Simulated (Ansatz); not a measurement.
## Lattice dynamics of Ca3TlN (Pm-3m)

Task: relax Ca3TlN (Pm-3m), then find its harmonic phonons.

Main program and level: Ansatz 0.2.0; DFT PBEsol, scalar-relativistic, plane waves, PAW; PAW set soft_1.

Most raw output is cut from this account.

## 1. The structure

It takes space group Pm-3m (No. 221, cubic). The conventional cell has a = 4.954 Å, b = 4.954 Å, c = 4.954 Å, α = 90.00°, β = 90.00°, γ = 90.00°. Nearest to Ca lie 2 N at 2.48 Å. Tl has 12 Ca at 3.50 Å nearest. Nearest to N lie 6 Ca at 2.48 Å. Farther neighbours and most contacts between anions are not listed.

As a file:

```
Ca Tl N
1.0
     4.95382    0.00000    0.00000
     0.00000    4.95382    0.00000
     0.00000    0.00000    4.95382
Ca Tl N
3 1 1
Cartesian
  2.4769 2.4769 0.0000
  2.4769 0.0000 2.4769
  0.0000 2.4769 2.4769
  0.0000 0.0000 0.0000
  2.4769 2.4769 2.4769
```

## 2. Relaxation

Harmonic phonons are second derivatives at a point where the forces vanish, and they are wanted at zero stress, so atoms and cell are relaxed first.

Input file input.yaml:

```yaml
crystal:
  lattice:
    - [4.953824, 0.0, 0.0]
    - [0.0, 4.953824, 0.0]
    - [0.0, 0.0, 4.953824]
  atoms:
    - { symbol: Ca, position: [0.5, 0.5, 0.0] }
    - { symbol: Ca, position: [0.5, 0.0, 0.5] }
    - { symbol: Ca, position: [0.0, 0.5, 0.5] }
    - { symbol: Tl, position: [0.0, 0.0, 0.0] }
    - { symbol: "N", position: [0.5, 0.5, 0.5] }
kpoints:
  mp_grid: { grid: [8, 8, 8] }
hamiltonian:
  xc: pbesol
  pseudopotentials: { kind: paw, azcp: { folder: soft_1 }, xc_functional: pbe }
scf:
  occupations: { method: gaussian, width: 0.1 }
output:
  forces: true
  stress: true
  eigenvalues: true
relax:
  adjacent_minimum: "off"
  f_tol: 0.005
  max_steps: 80
  cell: { stress_tol: 0.05 }
```

Launch:

```sh
> ansatz run input.yaml --threads 4 --pin off --max-ram 10240MiB --backend cpu --events-out ev --progress --plain --runs-dir out
```

Run time: 10 s. Hardware: 4 threads of Arm Neoverse V1, shared host; peak memory 0.48 GiB.

Step by step:

```tsv
step	energy less that of the first step (eV)	largest force component (eV/Å)	pressure (GPa)	volume (Å³)
1	0.0000	0.0000	-2.27	121.57
2	-0.0392	0.0000	0.86	114.10
3	-0.0434	0.0000	-0.07	116.06
4	-0.0434	0.0000	0.00	115.92
5*	-0.0421	0.0000	-0.02	115.92
```

Relaxation steps marked * repeat the geometry before them on a plane-wave basis chosen anew for their cell, so energy and pressure can jump there.

Forces are held to the 48 operations that the run works with; a distortion that breaks them can't arise in this run.

```tsv
conventional cell, symmetrised	before	after	change
a (Å)	4.954	4.876	-1.6 %
b (Å)	4.954	4.876	-1.6 %
c (Å)	4.954	4.876	-1.6 %
volume (Å³/atom)	24.31	23.18	-4.7 %
```

Final coordinates:

```
Ca Tl N
1.0
     4.87582    0.00000    0.00000
     0.00000    4.87582    0.00000
     0.00000    0.00000    4.87582
Ca Tl N
3 1 1
Direct
  0.50000 0.50000 0.00000
  0.50000 0.00000 0.50000
  0.00000 0.50000 0.50000
  0.00000 0.00000 0.00000
  0.50000 0.50000 0.50000
```

This step gave:

```yaml
pressure: -0.02358 GPa
volume_per_atom: 23.18 Å³
gap_on_the_k_mesh: 0 eV
```

In this step the volume went from 24.31 to 23.18 Å³/atom.

## 3. Tight relaxation

Phonons need a cell at rest on their own settings, so the relaxation is repeated with tight tolerances on forces and stress, using the mesh and the filling of the phonon run that follows.

input.yaml, the sections that differ from step 2:

```yaml
crystal:
  lattice:
    - [4.8758159181, 0.0, 0.0]
    - [0.0, 4.8758159181, 0.0]
    - [0.0, 0.0, 4.8758159181]
  atoms:
    - { symbol: Ca, position: [0.5, 0.5, 0.0] }
    - { symbol: Ca, position: [0.5, 0.0, 0.5] }
    - { symbol: Ca, position: [0.0, 0.5, 0.5] }
    - { symbol: Tl, position: [0.0, 0.0, 0.0] }
    - { symbol: "N", position: [0.5, 0.5, 0.5] }
scf:
  occupations: { method: methfessel_paxton, width: 0.2 }
relax:
  adjacent_minimum: "off"
  f_tol: 0.001
  max_steps: 60
  cell: { stress_tol: 0.01 }
# kpoints, hamiltonian, output: as in step 2
```

The job ended after 6.5 s (4 threads; peak memory 0.47 GiB; 24 s of CPU time).

Little changed from the start: no atom moved by 0.005 Å and no cell edge by 0.1 %.

Numbers from this step:

```yaml
pressure: 0.008727 GPa
volume_per_atom: 23.17 Å³
```

The forces vanish by symmetry and the pressure is 0.009 GPa, within the tolerances set. The cell now holds 23.17 Å³/atom.

## 4. Linear response at the zone centre

The zone centre comes first: it holds the modes that light can see, as far as symmetry allows. No field response is asked, since the mesh shows no gap.

input.yaml, the sections that differ from step 3:

```yaml
crystal:
  lattice:
    - [4.8747400695, 0.0, 0.0]
    - [0.0, 4.8747400695, 0.0]
    - [0.0, 0.0, 4.8747400695]
  atoms:
    - { symbol: Ca, position: [0.5, 0.5, 0.0] }
    - { symbol: Ca, position: [0.5, 0.0, 0.5] }
    - { symbol: Ca, position: [0.0, 0.5, 0.5] }
    - { symbol: Tl, position: [0.0, 0.0, 0.0] }
    - { symbol: "N", position: [0.5, 0.5, 0.5] }
output:
  eigenvalues: true
phonons:
  method: dfpt
# kpoints, hamiltonian, scf: as in step 3
# relax: removed
```

The job ended after 61 s (4 threads; peak memory 1.6 GiB).

This step gave:

| Quantity | Value |
| --- | --- |
| sum-rule residual before enforcement | 4.30e-5 eV/Å² |
| point group | m-3m |
| highest optical mode at the zone centre (no LO-TO term) | 282.9 cm⁻¹ |
| lowest optical zone-centre mode | 90.4 cm⁻¹ |

Patterns of degenerate modes are one choice out of their space. The modes at Γ (shares of kinetic energy by element, %):

```tsv
mode	frequency (cm⁻¹)	symmetry	Ca %	Tl %	N %
1	0.0	acoustic	35	60	4
2	0.0	acoustic	36	60	4
3	0.0	acoustic	36	60	4
4	90.4	T1u	54	40	6
5	90.4	T1u	54	40	6
6	90.4	T1u	54	40	6
7	150.4	T2u	100	0	0
8	150.4	T2u	100	0	0
9	150.4	T2u	100	0	0
10	237.2	T1u	95	0	5
11	237.2	T1u	95	0	5
12	237.2	T1u	95	0	5
13	282.9	T1u	16	0	84
14	282.9	T1u	16	0	84
15	282.9	T1u	16	0	84
```

Displacements in mode 4 (90.4 cm⁻¹), the largest set to 1:
```
Ca1  0.63 -0.86 -0.45
Ca2  0.63 -1.00 -0.39
Ca3  0.74 -0.86 -0.39
Tl4 -0.44  0.60  0.27
N5   0.67 -0.91 -0.41
```

Displacements in mode 12 (237.2 cm⁻¹), the largest set to 1:
```
Ca1  0.03 -0.46  0.49
Ca2  0.03  1.00 -0.23
Ca3 -0.06 -0.46 -0.23
Tl4  0.00  0.02  0.01
N5   0.03 -0.47 -0.23
```

Before it was imposed, the acoustic sum rule was missed by 4.3e-5 eV/Å². Small misses are needed for a sound result but don't prove that mesh and cutoff are converged. The lowest optical mode is real, 90.4 cm⁻¹.

## 5. Phonons on a q mesh

Stability and thermal properties need the whole zone. Linear response on a 2×2×2 q mesh gives force constants as far as a supercell of that size would.

input.yaml: that of step 4 with these lines changed.

```diff
@@ -22 +22,8 @@
   method: dfpt
+  qmesh: [2, 2, 2]
+  temperatures: { t_max: 1000, t_step: 50 }
+  qpath:
+    path:
+      - [[0.0, 0.0, 0.0], [0.0, 0.5, 0.0], [0.5, 0.5, 0.0], [0.0, 0.0, 0.0], [0.5, 0.5, 0.5], [0.0, 0.5, 0.0]]
+      - [[0.5, 0.5, 0.5], [0.5, 0.5, 0.0]]
+    npoints: 10
```

Elapsed: 4.6 min, on 4 threads; peak memory 1.4 GiB.

This step gave:

| Item | Value |
| --- | --- |
| sum-rule residual before enforcement | 4.34e-5 eV/Å² |
| lowest frequency on the path | 0 cm⁻¹ |
| highest frequency on the path or at a solved wavevector | 365.2 cm⁻¹ |
| mean frequency | 173.8 cm⁻¹ |
| Debye temperature (second moment) | 366 K |
| logarithmic mean frequency | 145.9 cm⁻¹ |
| lowest mode on the q mesh (acoustic modes at Γ apart) | 52.1 cm⁻¹ |
| zero-point energy per atom | 32.33 meV |
| heat capacity at 300 K | 23.23 J/(mol atoms K) |
| vibrational entropy at 300 K | 34.75 J/(mol atoms K) |
| edges of the widest gap between branches, on path and mesh | 57.5, 76.3 cm⁻¹ |

Frequencies (cm⁻¹) solved at each irreducible wavevector; negative means imaginary. Frequencies by wavevector, by row:

```tsv
q in reciprocal lattice units	star	mode 1	mode 2	mode 3	mode 4	mode 13	mode 14	mode 15
0 0 0	1	0	0	0	90.4	282.9	282.9	282.9
0 0 -0.5	3	54.3	54.3	57.4	111.5	268.7	268.7	351.2
0 -0.5 -0.5	3	53.1	53.1	57.5	84.8	282.6	365.2	365.2
-0.5 -0.5 -0.5	1	52.1	52.1	52.1	76.3	341	341	341
```

Interpolated from a 2×2×2 q mesh. Phonon branches along the path, in cm⁻¹:

```tsv
point	branch 1	branch 2	branch 3	branch 4	branch 12	branch 13	branch 14	branch 15
Γ	0	0	0	90	237	283	283	283
halfway	42	42	49	100	232	275	275	316
X	54	54	57	112	227	269	269	351
halfway	53	55	56	112	246	276	320	358
M	53	53	58	85	256	283	365	365
halfway	44	51	55	110	243	275	318	318
Γ	0	0	0	90	237	283	283	283
halfway	49	49	56	107	261	317	317	318
R	52	52	52	76	315	341	341	341
halfway	54	54	54	108	272	316	317	356
X	54	54	57	112	227	269	269	351
jump to R	52	52	52	76	315	341	341	341
halfway	53	53	55	81	290	314	354	354
M	53	53	58	85	256	283	365	365
```

Tetrahedra on a 14×14×14 mesh, mean over bins of 5 cm-1. Interpolated from a 2×2×2 q mesh. Phonon density of states against wavenumber; read off at these points:

```tsv
wavenumber (cm⁻¹)	phonon density of states (1/cm⁻¹/cell)
2	2.0e-5
12	3.6e-4
22	0.00234
32	0.0076
42	0.0273
52	0.336
62	0
72	0
82	0.0105
92	0.0280
102	0.0583
108	0.0970
112	0.0842
122	0.0458
132	0.0746
142	0.0718
152	0.0402
162	0.0804
168	0.102
172	0.0630
182	0.0452
188	0.0536
198	0.0792
208	0.0471
218	0.0327
228	0.0192
238	0.0258
248	0.0273
258	0.0201
268	0.0119
278	0.0609
288	0.0402
298	0.0278
308	0.0312
318	0.0226
328	0.0293
338	0.0299
348	0.0428
358	0.0336
368	1.0e-5
```

The partial phonon density of states has structure finer than the step of the table below, so its rows give means over 20 cm⁻¹, whole bins alone (the curve runs from -10 to 384 cm⁻¹). Peaks (cm⁻¹: height): Ca 109.0: 0.0837, 136.2: 0.0670, 166.0: 0.0901, 195.7: 0.0765; N 280.0: 0.0568, 299.8: 0.0696, 322.1: 0.0582, 344.4: 0.0532; Tl 54.4: 0.278.

Phonopy on the run's constants, 11x11x11 mesh, Gaussian sigma 2.8 cm-1. Interpolated from a 2×2×2 q mesh. Table of partial phonon density of states by wavenumber; means over each step; values in 1/cm⁻¹/cell:

```tsv
wavenumber (cm⁻¹)	Ca	N	Tl
0	3.9e-5	3.8e-6	7.0e-5
20	6.4e-4	6.8e-5	0.00154
40	0.00361	2.5e-4	0.0382
60	0.00207	9.3e-5	0.103
80	0.00896	2.9e-5	1.8e-4
100	0.0491	0.00142	0.00407
120	0.0545	0.00163	0.00160
140	0.0525	8.5e-4	3.0e-4
160	0.0681	4.9e-4	2.6e-4
180	0.0606	3.3e-4	1.7e-4
200	0.0611	3.5e-4	1.2e-4
220	0.0291	1.7e-4	2.3e-5
240	0.0262	3.2e-4	7.8e-6
260	0.0167	0.00210	0
280	0.0101	0.0353	0
300	0.00471	0.0265	3.7e-6
320	0.00117	0.0260	3.7e-6
340	5.1e-4	0.0313	4.6e-6
360	3.0e-4	0.0228	6.5e-6
```

Harmonic thermodynamic functions per atom, from the density of states. Interpolated from a 2×2×2 q mesh. Thermodynamic functions, by row:

```tsv
T (K)	F_vib (meV/atom)	S (J/mol-atom/K)	C_V (J/mol-atom/K)
0	32.33	0	0
50	31.51	4.727	7.817
100	26.98	12.69	15.37
200	6.7	25.66	21.42
300	-24.86	34.75	23.23
400	-64.54	41.54	23.94
500	-110.5	46.92	24.29
600	-161.5	51.37	24.49
700	-216.7	55.16	24.61
800	-275.6	58.45	24.68
900	-337.8	61.36	24.74
1000	-402.7	63.97	24.77
```

Harmonic mean-square displacement, third of the trace. Interpolated from a 2×2×2 q mesh. Mean square displacements, by row:

```tsv
T (K)	Ca1 U_eq (Å²)	Ca2 U_eq (Å²)	Ca3 U_eq (Å²)	Tl4 U_eq (Å²)	N5 U_eq (Å²)
0	0.00281	0.00281	0.00281	0.00157	0.00411
100	0.00406	0.00406	0.00406	0.00454	0.00462
300	0.00975	0.00975	0.00975	0.01309	0.00808
600	0.019	0.019	0.019	0.02608	0.01478
```

Symmetry leaves 4 wavevectors to solve. The lowest mode among them, the acoustic zeros apart, lies at q = (-0.5, -0.5, -0.5) and is real, 52.1 cm⁻¹.

## 6. Isotope substitution, element Ca, natural mass 40.078 amu

An isotope changes the mass and not the force constants, so no new electronic calculation is needed; the shifts show which modes move this element.

The same force constants with the mass of Ca changed from 40.078 to 47.953 u (phonopy, no LO-TO term). Both lists are sorted by frequency; levels can cross, so a row need not hold one and the same mode. Modes under 3 cm⁻¹ are left out. Isotope shifts, by row, the first 40 of 57 rows:

```tsv
q	rank	natural mass (cm⁻¹)	changed mass (cm⁻¹)
0 0 0	4	90.4	86.21
0 0 0	5	90.4	86.21
0 0 0	6	90.4	86.21
0 0 0	7	150.4	137.5
0 0 0	8	150.4	137.5
0 0 0	9	150.4	137.5
0 0 0	10	237.2	217.5
0 0 0	11	237.2	217.5
0 0 0	12	237.2	217.5
0 0 0	13	282.9	279.6
0 0 0	14	282.9	279.6
0 0 0	15	282.9	279.6
0 0 -0.5	1	54.27	54.19
0 0 -0.5	2	54.27	54.19
0 0 -0.5	3	57.42	57.42
0 0 -0.5	4	111.5	102.5
0 0 -0.5	5	111.5	102.5
0 0 -0.5	6	140.3	128.4
0 0 -0.5	7	144.4	132
0 0 -0.5	8	165.5	151.5
0 0 -0.5	9	165.5	151.5
0 0 -0.5	10	217.1	198.8
0 0 -0.5	11	217.1	198.8
0 0 -0.5	12	226.9	207.5
0 0 -0.5	13	268.7	266.7
0 0 -0.5	14	268.7	266.7
0 0 -0.5	15	351.2	351
0 -0.5 -0.5	1	53.15	53.08
0 -0.5 -0.5	2	53.15	53.08
0 -0.5 -0.5	3	57.47	57.47
0 -0.5 -0.5	4	84.75	77.48
0 -0.5 -0.5	5	152.8	140
0 -0.5 -0.5	6	152.8	140
0 -0.5 -0.5	7	159.2	145.6
0 -0.5 -0.5	8	159.2	145.6
0 -0.5 -0.5	9	165.4	151.2
0 -0.5 -0.5	10	187.5	171.5
0 -0.5 -0.5	11	192.2	176.5
0 -0.5 -0.5	12	256	234.1
0 -0.5 -0.5	13	282.6	281.4
```

A mode of this element alone would shift by -8.58 %. The highest zone-centre frequency without the field goes from 282.9 to 279.6 cm⁻¹ (-1.2 %). The product of the frequency ratios over all optical modes at Γ is 0.494; the product rule, (m/m′)^(3k/2) (M′/M)^(3/2) with k = 3 such atoms and M the mass of the cell, gives 0.494.

## 7. Another isotope, element N, natural mass 14.007 amu

The same for N, from 14.01 to 15.00 u.

The same force constants with the mass of N changed from 14.007 to 15.000 u (phonopy, no LO-TO term). Both lists are sorted by frequency; levels can cross, so a row need not hold one and the same mode. Modes under 3 cm⁻¹ are left out. Isotope shifts, by row, the first 40 of 57 rows:

```tsv
q	rank	natural mass (cm⁻¹)	changed mass (cm⁻¹)
0 0 0	4	90.4	90.2
0 0 0	5	90.4	90.2
0 0 0	6	90.4	90.2
0 0 0	7	150.4	150.4
0 0 0	8	150.4	150.4
0 0 0	9	150.4	150.4
0 0 0	10	237.2	236.7
0 0 0	11	237.2	236.7
0 0 0	12	237.2	236.7
0 0 0	13	282.9	274.9
0 0 0	14	282.9	274.9
0 0 0	15	282.9	274.9
0 0 -0.5	1	54.27	54.27
0 0 -0.5	2	54.27	54.27
0 0 -0.5	3	57.42	57.42
0 0 -0.5	4	111.5	111.2
0 0 -0.5	5	111.5	111.2
0 0 -0.5	6	140.3	140.3
0 0 -0.5	7	144.4	144.4
0 0 -0.5	8	165.5	165.5
0 0 -0.5	9	165.5	165.5
0 0 -0.5	10	217.1	216.9
0 0 -0.5	11	217.1	216.9
0 0 -0.5	12	226.9	226.9
0 0 -0.5	13	268.7	260.6
0 0 -0.5	14	268.7	260.6
0 0 -0.5	15	351.2	339.5
0 -0.5 -0.5	1	53.15	53.15
0 -0.5 -0.5	2	53.15	53.15
0 -0.5 -0.5	3	57.47	57.47
0 -0.5 -0.5	4	84.75	84.75
0 -0.5 -0.5	5	152.8	152.7
0 -0.5 -0.5	6	152.8	152.7
0 -0.5 -0.5	7	159.2	159.2
0 -0.5 -0.5	8	159.2	159.2
0 -0.5 -0.5	9	165.4	165.4
0 -0.5 -0.5	10	187.5	187.5
0 -0.5 -0.5	11	192.2	191.8
0 -0.5 -0.5	12	256	256
0 -0.5 -0.5	13	282.6	273.8
```

A mode of this element alone would shift by -3.37 %. The highest zone-centre frequency without the field goes from 282.9 to 274.9 cm⁻¹ (-2.8 %). The product of the frequency ratios over all optical modes at Γ is 0.906; the product rule, (m/m′)^(3k/2) (M′/M)^(3/2) with k = 1 such atoms and M the mass of the cell, gives 0.906.

## 8. Another isotope, element Tl, natural mass 204.38 amu

The same for Tl, from 204.38 to 202.97 u.

The same force constants with the mass of Tl changed from 204.380 to 202.972 u (phonopy, no LO-TO term). Both lists are sorted by frequency; levels can cross, so a row need not hold one and the same mode. Modes under 3 cm⁻¹ are left out. Isotope shifts, by row, the first 40 of 57 rows:

```tsv
q	rank	natural mass (cm⁻¹)	changed mass (cm⁻¹)
0 0 0	4	90.4	90.53
0 0 0	5	90.4	90.53
0 0 0	6	90.4	90.53
0 0 0	7	150.4	150.4
0 0 0	8	150.4	150.4
0 0 0	9	150.4	150.4
0 0 0	10	237.2	237.2
0 0 0	11	237.2	237.2
0 0 0	12	237.2	237.2
0 0 0	13	282.9	282.9
0 0 0	14	282.9	282.9
0 0 0	15	282.9	282.9
0 0 -0.5	1	54.27	54.45
0 0 -0.5	2	54.27	54.45
0 0 -0.5	3	57.42	57.62
0 0 -0.5	4	111.5	111.5
0 0 -0.5	5	111.5	111.5
0 0 -0.5	6	140.3	140.3
0 0 -0.5	7	144.4	144.4
0 0 -0.5	8	165.5	165.5
0 0 -0.5	9	165.5	165.5
0 0 -0.5	10	217.1	217.1
0 0 -0.5	11	217.1	217.1
0 0 -0.5	12	226.9	226.9
0 0 -0.5	13	268.7	268.7
0 0 -0.5	14	268.7	268.7
0 0 -0.5	15	351.2	351.2
0 -0.5 -0.5	1	53.15	53.33
0 -0.5 -0.5	2	53.15	53.33
0 -0.5 -0.5	3	57.47	57.66
0 -0.5 -0.5	4	84.75	84.75
0 -0.5 -0.5	5	152.8	152.8
0 -0.5 -0.5	6	152.8	152.8
0 -0.5 -0.5	7	159.2	159.2
0 -0.5 -0.5	8	159.2	159.2
0 -0.5 -0.5	9	165.4	165.4
0 -0.5 -0.5	10	187.5	187.5
0 -0.5 -0.5	11	192.2	192.2
0 -0.5 -0.5	12	256	256
0 -0.5 -0.5	13	282.6	282.6
```

A mode of this element alone would shift by +0.35 %. The highest zone-centre frequency without the field goes from 282.9 to 282.9 cm⁻¹ (+0.0 %). The product of the frequency ratios over all optical modes at Γ is 1.004; the product rule, (m/m′)^(3k/2) (M′/M)^(3/2) with k = 1 such atoms and M the mass of the cell, gives 1.004.

## 9. Summary of results

```yaml
space_group_after_relaxation_within_0p01_a: Pm-3m
volume_per_atom: 23.2 Å³
electronic_character: no gap on this mesh
highest_optical_mode_at_the_zone_centre_no_lo_to_term: 283 cm⁻¹
lowest_optical_zone_centre_mode: 90.4 cm⁻¹
lowest_mode_on_the_q_mesh_acoustic_modes_at_gamma_apart: 52.1 cm⁻¹
highest_frequency_on_the_path_or_at_a_solved_wavevector: 365 cm⁻¹
zero_point_energy_per_atom: 32.3 meV
heat_capacity_at_300_k: 23.2 J/(mol atoms K)
vibrational_entropy_at_300_k: 34.7 J/(mol atoms K)
debye_temperature_second_moment: 366 K
imaginary_modes_on_the_2x2x2_q_mesh: none
```

In words: The structure is a minimum as far as tested: no mode is imaginary at the 4 irreducible wavevectors of the 2×2×2 mesh, and the softest away from the acoustic zeros lies at 52 cm⁻¹. The optical modes at Γ span 90 to 283 cm⁻¹. The highest mode in this list at Γ, 282.9 cm⁻¹, is mostly motion of N (84 % of the kinetic energy). On the path and the mesh, the widest gap between branches runs from 58 to 76 cm⁻¹. With no gap, or one that is small against the smearing, the frequencies hang on the k mesh and the smearing, most of all near Kohn anomalies. Spin-orbit coupling is left out, which can matter for the heavy elements here. The PAW files were made for PBE and serve the other functionals too. These are harmonic frequencies at zero temperature: anharmonic shifts, linewidths and thermal expansion are left out.

[Logs are printed without paths, hosts, clocks, repeated set-up lines and the standing remarks that a program may print on its own settings, such as how far it seeks lower states.]

[Hosts, paths, dates, database ids (printed as entryN), source tags and the programs' standing remarks are cut or masked in the printed files.]
